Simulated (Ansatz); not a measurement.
# 4-layer 1T-PtS2 (AA) in a perpendicular field

Aim: how the 4-layer 1T-PtS2 (AA) screens a field along its normal, and what the field does to its bands. A positive field points along +c.

Main program and level: Ansatz 0.2.0; plane-wave DFT, PBE-D3(BJ), Ansatz PAW (set soft_1); PAW set soft_1.

This is a report of a sequence of runs, with the program logs left out and the cost of each run kept.

## (1) Starting point

The cell holds 12 atoms: 8 S and 4 Pt. Cell: a = 3.570 Å, b = 3.570 Å, c = 65.156 Å, α = 90.0°, β = 90.0°, γ = 120.0°. Regions: layer 1: 1T-PtS2, 3 atoms (2 S and 1 Pt); layer 2: 1T-PtS2, 3 atoms (2 S and 1 Pt); layer 3: 1T-PtS2, 3 atoms (2 S and 1 Pt); layer 4: 1T-PtS2, 3 atoms (2 S and 1 Pt). Vacuum lies along c.

## (2) Relaxation

The starting cell is a guess, so the in-plane lattice and the atoms are relaxed first, with the slab cut off from its images along the normal.

Contents of input.yaml:

```yaml
crystal:
  lattice:
    - [3.57, 0.0, 0.0]
    - [-1.785, 3.0917106915, 0.0]
    - [0.0, 0.0, 65.1563455755]
  atoms:
    - { symbol: S, position: [0.6666666667, 0.3333333333, 0.3691121684] }
    - { symbol: Pt, position: [0.0, 0.0, 0.3845679646] }
    - { symbol: S, position: [0.3333333333, 0.6666666667, 0.4000237608] }
    - { symbol: S, position: [0.6666666667, 0.3333333333, 0.4460668587] }
    - { symbol: Pt, position: [0.0, 0.0, 0.4615226549] }
    - { symbol: S, position: [0.3333333333, 0.6666666667, 0.476978451] }
    - { symbol: S, position: [0.6666666667, 0.3333333333, 0.523021549] }
    - { symbol: Pt, position: [0.0, 0.0, 0.5384773451] }
    - { symbol: S, position: [0.3333333333, 0.6666666667, 0.5539331413] }
    - { symbol: S, position: [0.6666666667, 0.3333333333, 0.5999762392] }
    - { symbol: Pt, position: [0.0, 0.0, 0.6154320354] }
    - { symbol: S, position: [0.3333333333, 0.6666666667, 0.6308878316] }
  periodic: [true, true, false]
kpoints:
  mp_grid: { grid: [12, 12, 1] }
hamiltonian:
  xc: pbe
  dispersion: d3bj
  pseudopotentials: { kind: paw, azcp: { folder: soft_1 } }
scf:
  occupations: { method: fermi_dirac, width: 0.05 }
  convergence: { dr2_threshold: 1.0e-09 }
relax:
  f_tol: 0.004
  max_steps: 90
  cell: {}
output:
  write_potential: true
  write_density: true
  volumetric_format: npy
```

Run with:

```console
ansatz run input.yaml --threads 4 --pin off --max-ram 8192MiB --backend cpu --events-out ev --progress --plain --runs-dir out
```

Elapsed: 2.3 min, on 4 threads of Arm Neoverse V2, shared host; peak memory 1.9 GiB; 9 min of CPU time.

The steps of the relaxation:

```csv
step,energy less that of the first step (eV),largest force component (eV/Å),volume (Å³)
1,0.0000,3.0898,719.16
2,-2.5243,0.4186,725.35
3,-2.6167,0.1218,710.15
4,-2.6372,0.0555,715.06
5,-2.6460,0.0137,720.14
6,-2.6461,0.0161,719.88
7,-2.6463,0.0011,719.91
8*,-2.6464,0.0010,719.91
```

Relaxation steps marked * repeat the geometry before them on a plane-wave basis chosen anew for their cell, so energy and pressure can jump there.

Forces are held to the 12 operations that the program found; a distortion that breaks them can't arise in this run.

```csv
cell as run,before,after,change
a (Å),3.570,3.572,+0.1 %
b (Å),3.570,3.572,+0.1 %
```

The atoms that moved most (Å, along periodic axes as changes of fractional coordinates times the final cell, across vacuum about the mean position):

```csv
atom,dx,dy,dz,length
S10,0.000,0.000,-0.670,0.670
S3,0.000,0.000,0.670,0.670
Pt2,0.000,0.000,0.474,0.474
Pt11,0.000,0.000,-0.474,0.474
S6,0.000,0.000,0.368,0.368
S7,0.000,0.000,-0.368,0.368
S12,0.000,0.000,-0.245,0.245
S1,0.000,0.000,0.245,0.245
```

The relaxed structure:

```cif
data_structure
_symmetry_space_group_name_H-M 'P 1'
_symmetry_Int_Tables_number 1
_cell_length_a 3.5719
_cell_length_b 3.5719
_cell_length_c 65.1563
_cell_angle_alpha 90.000
_cell_angle_beta 90.000
_cell_angle_gamma 120.000
_cell_volume 719.91
loop_
_atom_site_label
_atom_site_type_symbol
_atom_site_fract_x
_atom_site_fract_y
_atom_site_fract_z
_atom_site_occupancy
S1 S 0.66667 0.33333 0.37288 1
Pt2 Pt 0.00000 0.00000 0.39184 1
S3 S 0.33333 0.66667 0.41030 1
S4 S 0.66667 0.33333 0.44541 1
Pt5 Pt 0.00000 0.00000 0.46403 1
S6 S 0.33333 0.66667 0.48263 1
S7 S 0.66667 0.33333 0.51737 1
Pt8 Pt 0.00000 0.00000 0.53597 1
S9 S 0.33333 0.66667 0.55459 1
S10 S 0.66667 0.33333 0.58970 1
Pt11 Pt 0.00000 0.00000 0.60816 1
S12 S 0.33333 0.66667 0.62712 1
```

This step gave:

| Property | Result |
| --- | --- |
| energy at zero smearing | -57324.2001 eV |

The lattice constant a goes from 3.570 to 3.572 Å.

## (3) Single point, field 0

A sawtooth potential applies the field, turning back in the middle of the vacuum. With the dipole correction the typed value is the field outside the slab. The induced dipole is small, so the SCF threshold is tight.

The cell differs from the one that the last finished run ended in (c 65.156 → 34.566 Å).

Contents of input.yaml:

```yaml
crystal:
  lattice:
    - [3.5718714891, 0.0, 0.0]
    - [-1.7859357445, 3.0933314486, 0.0]
    - [0.0, 0.0, 34.5657714774]
  atoms:
    - { symbol: S, position: [0.6666666667, 0.3333333333, 0.2603731847] }
    - { symbol: Pt, position: [0.0, 0.0, 0.2961123792] }
    - { symbol: S, position: [0.3333333333, 0.6666666667, 0.3309149464] }
    - { symbol: S, position: [0.6666666667, 0.3333333333, 0.3970935161] }
    - { symbol: Pt, position: [0.0, 0.0, 0.4321897128] }
    - { symbol: S, position: [0.3333333333, 0.6666666667, 0.4672585223] }
    - { symbol: S, position: [0.6666666667, 0.3333333333, 0.5327414777] }
    - { symbol: Pt, position: [0.0, 0.0, 0.5678102872] }
    - { symbol: S, position: [0.3333333333, 0.6666666667, 0.6029064839] }
    - { symbol: S, position: [0.6666666667, 0.3333333333, 0.6690850536] }
    - { symbol: Pt, position: [0.0, 0.0, 0.7038876208] }
    - { symbol: S, position: [0.3333333333, 0.6666666667, 0.7396268153] }
kpoints:
  mp_grid: { grid: [18, 18, 1] }
  band_path:
    path: [[0, 0, 0], [0.5, 0, 0], [0.33333333, 0.33333333, 0], [0, 0, 0]]
    npoints: 16
hamiltonian:
  xc: pbe
  dispersion: d3bj
  pseudopotentials: { kind: paw, azcp: { folder: soft_1 } }
scf:
  occupations: { method: fermi_dirac, width: 0.02585 }
  convergence: { dr2_threshold: 1.0e-10 }
efield:
  axis: 3
  dipole_correction: true
  ramp_position: 0.97
  ramp_width: 0.06
  amplitude: 0
output:
  dos: { projected: true, e_range: [-6, 5] }
  write_potential: true
  write_density: true
  volumetric_format: npy
  elf: true
```

The job ended after 58 s (4 threads; peak memory 1.7 GiB; 3.8 min of CPU time).

This step gave:

* dipole along the normal: 9.79e-8 e·Å
* gap along the path: 0.4055 eV
* smallest direct gap along the path: 0.9884 eV
* ionisation energy, upper face: 5.294 eV
* electron affinity, upper face: 4.888 eV
* gap, the smaller of path and mesh: 0.4055 eV

Running mean over a fixed 2.7 Å (it still follows the layers) of the planar mean; the ramp of the sawtooth is left out. The electron's electrostatic potential energy less the Fermi level by z:

```csv
z (Å),electron's electrostatic potential energy less the Fermi level (eV)
4,5.10
5,5.10
6,5.07
7,4.39
8,0.346
9,-5.93
10,-10.4
11,-8.84
12,-3.85
13,-3.44
14,-8.02
15,-10.7
16,-7.35
17,-3.37
18,-4.36
19,-9.55
20,-10.3
21,-5.50
22,-3.10
23,-5.73
24,-10.3
25,-9.22
26,-2.94
27,2.40
28,4.91
29,5.09
30,5.10
31,5.10
```

The density of states has structure finer than the step of the table below, so its rows give means over 0.25 eV. Peaks (eV: height): -5.280: 17.9, -4.700: 23.5, -3.330: 25.4, -1.950: 18.9, -1.590: 19.3, 0.920: 16.9, 1.390: 20.5.

Table of density of states by energy, zero at the Fermi level of the run, which the smearing sets inside the gap; means over each step:

```csv
energy (eV),density of states (states/eV a cell)
-5.75,10.2
-5.50,3.97
-5.25,9.91
-5.00,13.5
-4.75,18.5
-4.50,12.3
-4.25,5.48
-4.00,2.23
-3.75,8.20
-3.50,19.6
-3.25,14.4
-3.00,7.98
-2.75,9.05
-2.50,11.1
-2.25,11.4
-2.00,12.7
-1.75,10.2
-1.50,10.7
-1.25,3.58
-1.00,2.74
-0.75,2.44
-0.50,1.64
-0.25,0.640
0.00,0
0.25,3.03
0.50,5.66
0.75,8.10
1.00,11.2
1.25,11.7
1.50,10.8
1.75,9.43
2.00,4.38
```

Projected DOS per atom over height of the atomic layer and energy from the Fermi level. Layers: S Pt S S Pt S S Pt S S Pt S from below.

Values in states/eV, 22 rows by 12 columns, each cell a mean:
```
0.25 0.24 0.32 0.50 0.42 0.53 0.53 0.42 0.50 0.32 0.24 0.25
0.74 0.70 0.87 0.88 0.74 0.88 0.88 0.74 0.88 0.87 0.70 0.74
1.09 1.04 1.15 0.78 0.66 0.72 0.72 0.66 0.78 1.15 1.04 1.09
0.85 0.87 0.78 0.76 0.81 0.78 0.78 0.81 0.76 0.78 0.87 0.85
0.48 0.49 0.33 0.47 0.64 0.50 0.50 0.64 0.47 0.33 0.49 0.48
0.06 0.06 0.03 0.09 0.11 0.07 0.07 0.11 0.09 0.03 0.06 0.06
0.03 0.01 0.05 0.08 0.01 0.09 0.09 0.01 0.08 0.05 0.01 0.03
0.14 0.06 0.18 0.26 0.11 0.24 0.24 0.11 0.26 0.18 0.06 0.14
0.24 0.12 0.20 0.31 0.16 0.31 0.31 0.16 0.31 0.20 0.12 0.24
0.87 0.44 0.61 0.43 0.27 0.44 0.44 0.27 0.43 0.61 0.44 0.87
1.31 0.84 1.15 0.88 0.57 0.85 0.85 0.57 0.88 1.15 0.84 1.31
0.99 0.93 0.89 1.02 1.07 1.02 1.02 1.07 1.02 0.89 0.93 0.99
0.97 1.10 0.77 0.78 1.02 0.79 0.79 1.02 0.78 0.77 1.10 0.97
0.59 0.86 0.53 0.63 1.01 0.61 0.61 1.01 0.63 0.53 0.86 0.59
0.75 2.45 0.70 0.66 1.68 0.66 0.66 1.68 0.66 0.70 2.45 0.75
0.37 2.50 0.46 0.58 3.42 0.56 0.56 3.42 0.58 0.46 2.50 0.37
0.13 0.30 0.15 0.21 0.44 0.23 0.23 0.44 0.21 0.15 0.30 0.13
0.29 1.51 0.32 0.29 1.17 0.29 0.29 1.17 0.29 0.32 1.51 0.29
0.82 2.37 0.93 0.83 2.63 0.79 0.79 2.63 0.83 0.93 2.37 0.82
0.85 1.61 0.54 0.60 1.55 0.68 0.68 1.55 0.60 0.54 1.61 0.85
0.56 0.81 0.23 0.37 0.73 0.31 0.31 0.73 0.37 0.23 0.81 0.56
0.71 1.14 0.76 0.65 1.12 0.63 0.63 1.12 0.65 0.76 1.14 0.71
```
Columns: height of the atomic layer (Å) from 9 to 25.6 (not evenly spaced); rows upwards: energy from the Fermi level (eV) from -5.96 to 2.14.

Electronic bands along the path, in eV, zero at the Fermi level of the run, which the smearing sets inside the gap:

```csv
point,band 57,band 58,band 59,band 60,band 61,band 62,band 63,band 64
Γ,-1.55,-1.28,-0.75,-0.19,1.36,1.36,1.67,1.67
halfway,-1.62,-1.51,-1.16,-0.69,0.30,0.61,0.84,1.08
M,-2.95,-2.63,-2.13,-1.70,0.96,1.00,1.32,1.40
halfway,-2.23,-1.94,-1.74,-1.70,0.57,0.77,0.96,1.08
K,-2.04,-2.04,-1.86,-1.86,0.33,0.33,0.76,0.76
halfway,-1.65,-1.42,-1.13,-0.83,0.33,0.63,0.77,0.91
Γ,-1.55,-1.28,-0.75,-0.19,1.36,1.36,1.67,1.67
```

ELF in the ca plane at fractional y = 0.000, with atoms of Pt within 0.2 Å of it. It is the smooth field of the valence electrons, not physical close to the nuclei.

Values, 5 rows by 16 columns, each cell a mean:
```
0.00 0.00 0.00 0.00 0.00 0.01 0.05 0.26 0.52 0.41 0.12 0.07 0.35 0.53 0.32 0.06
0.00 0.00 0.00 0.00 0.00 0.06 0.35 0.50 0.29 0.40 0.33 0.25 0.44 0.28 0.46 0.21
0.00 0.00 0.00 0.00 0.01 0.14 0.57 0.64 0.25 0.48 0.46 0.36 0.56 0.22 0.58 0.31
0.00 0.00 0.00 0.00 0.00 0.04 0.23 0.40 0.34 0.36 0.25 0.18 0.37 0.34 0.38 0.15
0.00 0.00 0.00 0.00 0.00 0.00 0.03 0.28 0.57 0.46 0.11 0.07 0.40 0.57 0.37 0.05
```
Columns run along c (16.0 Å, from fractional 0.05 to 0.51 of the cell), rows up along a (3.6 Å). Atoms in or near the plane, at fractional coordinates: Pt at (0.30, 0.00), Pt at (0.43, 0.00).

Valence density in the ca plane at fractional y = 0.000, with atoms of Pt within 0.2 Å of it. It is the smooth field of the valence electrons, not physical close to the nuclei.

Ten steps, logarithmic in the rise over the least value, from '0' (0 e/Å³) to '9' (11 e/Å³), each cell a mean:
```
00000000000000000001258998521000125899852100
00000000000000000001235776421000123577532100
00000000000000000012233443322111223344332211
00000000000000000012332222332212233222233221
00000000000000000112332222332212233222233221
00000000000000000012233333332111233333332211
00000000000000000011234554321101123455432110
00000000000000000001247887421000124788742100
00000000000000000001258998621000125899852100
```
Columns run along c (16.0 Å, from fractional 0.05 to 0.51 of the cell), rows up along a (3.6 Å). Atoms in or near the plane, at fractional coordinates: Pt at (0.30, 0.00), Pt at (0.43, 0.00).

Electrostatic potential energy in the ca plane at fractional y = 0.000, with atoms of Pt within 0.2 Å of it. With pseudopotentials it is smooth inside the atoms' cores, unlike the true potential.

Ten even steps from '0' (-61 eV) to '9' (9 eV), each cell a mean:
```
99999999999999999999971001699999996100169999
99999999999999999999985225899999998522589999
99999999999999999999998888999999999888899999
99999999999999999999889999889999988999988999
99999999999999999999889999889999988999988999
99999999999999999999999999999999999999999999
99999999999999999999987657899999998765789999
99999999999999999999973002799999997300379999
99999999999999999999960000599999995000069999
```
Columns run along c (16.0 Å, from fractional 0.05 to 0.51 of the cell; values clipped at the 3rd and 97th percentile), rows up along a (3.6 Å). Atoms in or near the plane, at fractional coordinates: Pt at (0.30, 0.00), Pt at (0.43, 0.00).

The gap is 0.41 eV, with the valence edge 5.29 eV and the conduction edge 4.89 eV under the upper vacuum level. Spin-orbit coupling, left out in this run, matters for the bands of elements this heavy.

## (4) Single point, field 0.1 V/Å

input.yaml, as its differences from that of step 3:

```diff
@@ -33,7 +33,6 @@
   dipole_correction: true
-  ramp_position: 0.97
-  ramp_width: 0.06
-  amplitude: 0
+  ramp_position: 0.9638
+  ramp_width: 0.0723
+  amplitude: 0.1
 output:
-  dos: { projected: true, e_range: [-6, 5] }
   write_potential: true
@@ -41,2 +40 @@
   volumetric_format: npy
-  elf: true
```

The job ended after 58 s (4 threads; peak memory 1.5 GiB).

The dipole is 0.108 e·Å, and the gap 0.403 eV.

## (5) Single point, field -0.1 V/Å

input.yaml, as its differences from that of step 4:

```diff
@@ -35,3 +35,3 @@
   ramp_width: 0.0723
-  amplitude: 0.1
+  amplitude: -0.1
 output:
```

Wall time 58 s (4 threads); peak memory 1.5 GiB.

The dipole is -0.108 e·Å, and the gap 0.403 eV.

## (6) Single point, field 0.2 V/Å

input.yaml, as its differences from that of step 5:

```diff
@@ -35,3 +35,3 @@
   ramp_width: 0.0723
-  amplitude: -0.1
+  amplitude: 0.2
 output:
```

It took 59 s on 4 threads; peak memory 1.5 GiB.

The dipole is 0.217 e·Å, and the gap 0.396 eV.

## (7) Atoms held, field 0.3 V/Å

input.yaml, as its differences from that of step 6:

```diff
@@ -33,5 +33,5 @@
   dipole_correction: true
-  ramp_position: 0.9638
-  ramp_width: 0.0723
-  amplitude: 0.2
+  ramp_position: 0.9618
+  ramp_width: 0.0765
+  amplitude: 0.3
 output:
```

It took 58 s on 4 threads; peak memory 1.5 GiB.

The dipole is 0.325 e·Å, and the gap 0.385 eV.

## (8) Response, atoms held

This step: plane-wave DFT, PBE-D3(BJ), Ansatz PAW (set soft_1); response to a field along the normal, atoms held; PAW set soft_1 (Ansatz 0.2.0).

The dipoles give the slope, and the difference of two potentials shows where the field is screened.

Numbers from this step:

* equivalent conductor thickness p/(ε₀AE): 17.75 Å
* distance between the outer atoms: 16.57 Å

The dipole of the cell by applied field:

```csv
applied field (V/Å),dipole of the cell (e·Å)
-0.100,-0.108
0.000,0
0.100,0.108
0.200,0.217
0.300,0.325
```

Local field over the applied field, running mean. From the potentials at -0.1 and 0.1 V/Å; running mean over 2.8 Å. The local field over applied field by z:

z (Å), local field over applied field and a bar:
```
        5      0.996 ##############################
        6      0.965 #############################
        7      0.810 ########################
        8      0.506 ###############
        9      0.198 #####
       10      0.041 #
       11      0.045 #
       12      0.083 ##
       13      0.085 ##
       14      0.048 #
       15      0.020 
       16      0.050 #
       17      0.081 ##
       18      0.070 ##
       19      0.033 
       20      0.026 
       21      0.066 #
       22      0.092 ##
       23      0.069 #
       24      0.031 
       25      0.083 ##
       26      0.322 #########
       27      0.648 ###################
       28      0.901 ###########################
       29      0.985 ##############################
       30      0.998 ##############################
```

Electrons, planar mean, per unit field. The induced electron density by z:

```csv
z (Å),induced electron density (e/Å³ per V/Å)
5,1.5e-5
6,1.4e-4
7,9.7e-4
8,0.00335
9,0.00140
10,-5.6e-5
11,-2.2e-4
12,-2.8e-4
13,3.1e-4
14,5.5e-4
15,-1.4e-5
16,-7.0e-4
17,-2.4e-4
18,3.2e-4
19,-4.0e-5
20,8.1e-5
21,-6.5e-4
22,1.5e-5
23,6.7e-4
24,-7.0e-5
25,-1.4e-4
26,-0.00194
27,-0.00237
28,-4.3e-4
29,-5.3e-5
30,-5.6e-6
```

The smaller of the gaps on the path and on the k-mesh, counted as 0 under 0.03 eV. The gap by applied field:

```csv
applied field (V/Å),gap (eV)
-0.100,0.403
0.000,0.406
0.100,0.403
0.200,0.396
0.300,0.385
```

By hand: between -0.1 and 0.1 V/Å the dipole changes by 0.2167 e·Å, a slope of 1.084 e·Å²/V. A perfect conductor of thickness t has p = ε₀AEt, so t = 180.95 × 1.084 / 11.049 = 17.75 Å (e/ε₀ = 180.95 V·Å, A in Å²).

The induced dipole is that of a conductor 17.75 Å thick.

## (9) Outcome

```yaml
gap_without_field: 0.405 eV
ionisation_energy_upper_face: 5.29 eV
electron_affinity_upper_face: 4.89 eV
equivalent_conductor_thickness_atoms_held: 17.7 Å
```

**Reading.** The induced dipole equals that of a perfect conductor 17.75 Å thick, while the outer atoms lie 16.57 Å apart; an out-of-plane ε follows only once a thickness t is chosen, by 1 − 1/ε = 17.75 Å / t. The gap goes from 0.41 eV to 0.38 eV at 0.3 V/Å. Semilocal functionals give gaps that are too small, and excitons are not included. Spin-orbit coupling is left out, which matters for the bands of elements this heavy.

[Long decimals in the printed logs are rounded to 6 places.]

[Logs are printed without paths, hosts, clocks, repeated set-up lines and the standing remarks that a program may print on its own settings, such as how far it seeks lower states.]

[Hosts, paths, dates, database ids (printed as entryN), source tags and the programs' standing remarks are cut or masked in the printed files.]

[Maps of the electrostatic potential energy from Ansatz leave out the sawtooth potential of an applied field or a dipole correction, so their vacuum need not be flat; planar profiles and work functions include it.]

[The density of states shown here was stored with 400 of the rows of the run's finer table, so its peaks can read low, often by over a quarter, or be missed, and its means over a window can be off by a tenth or more.]
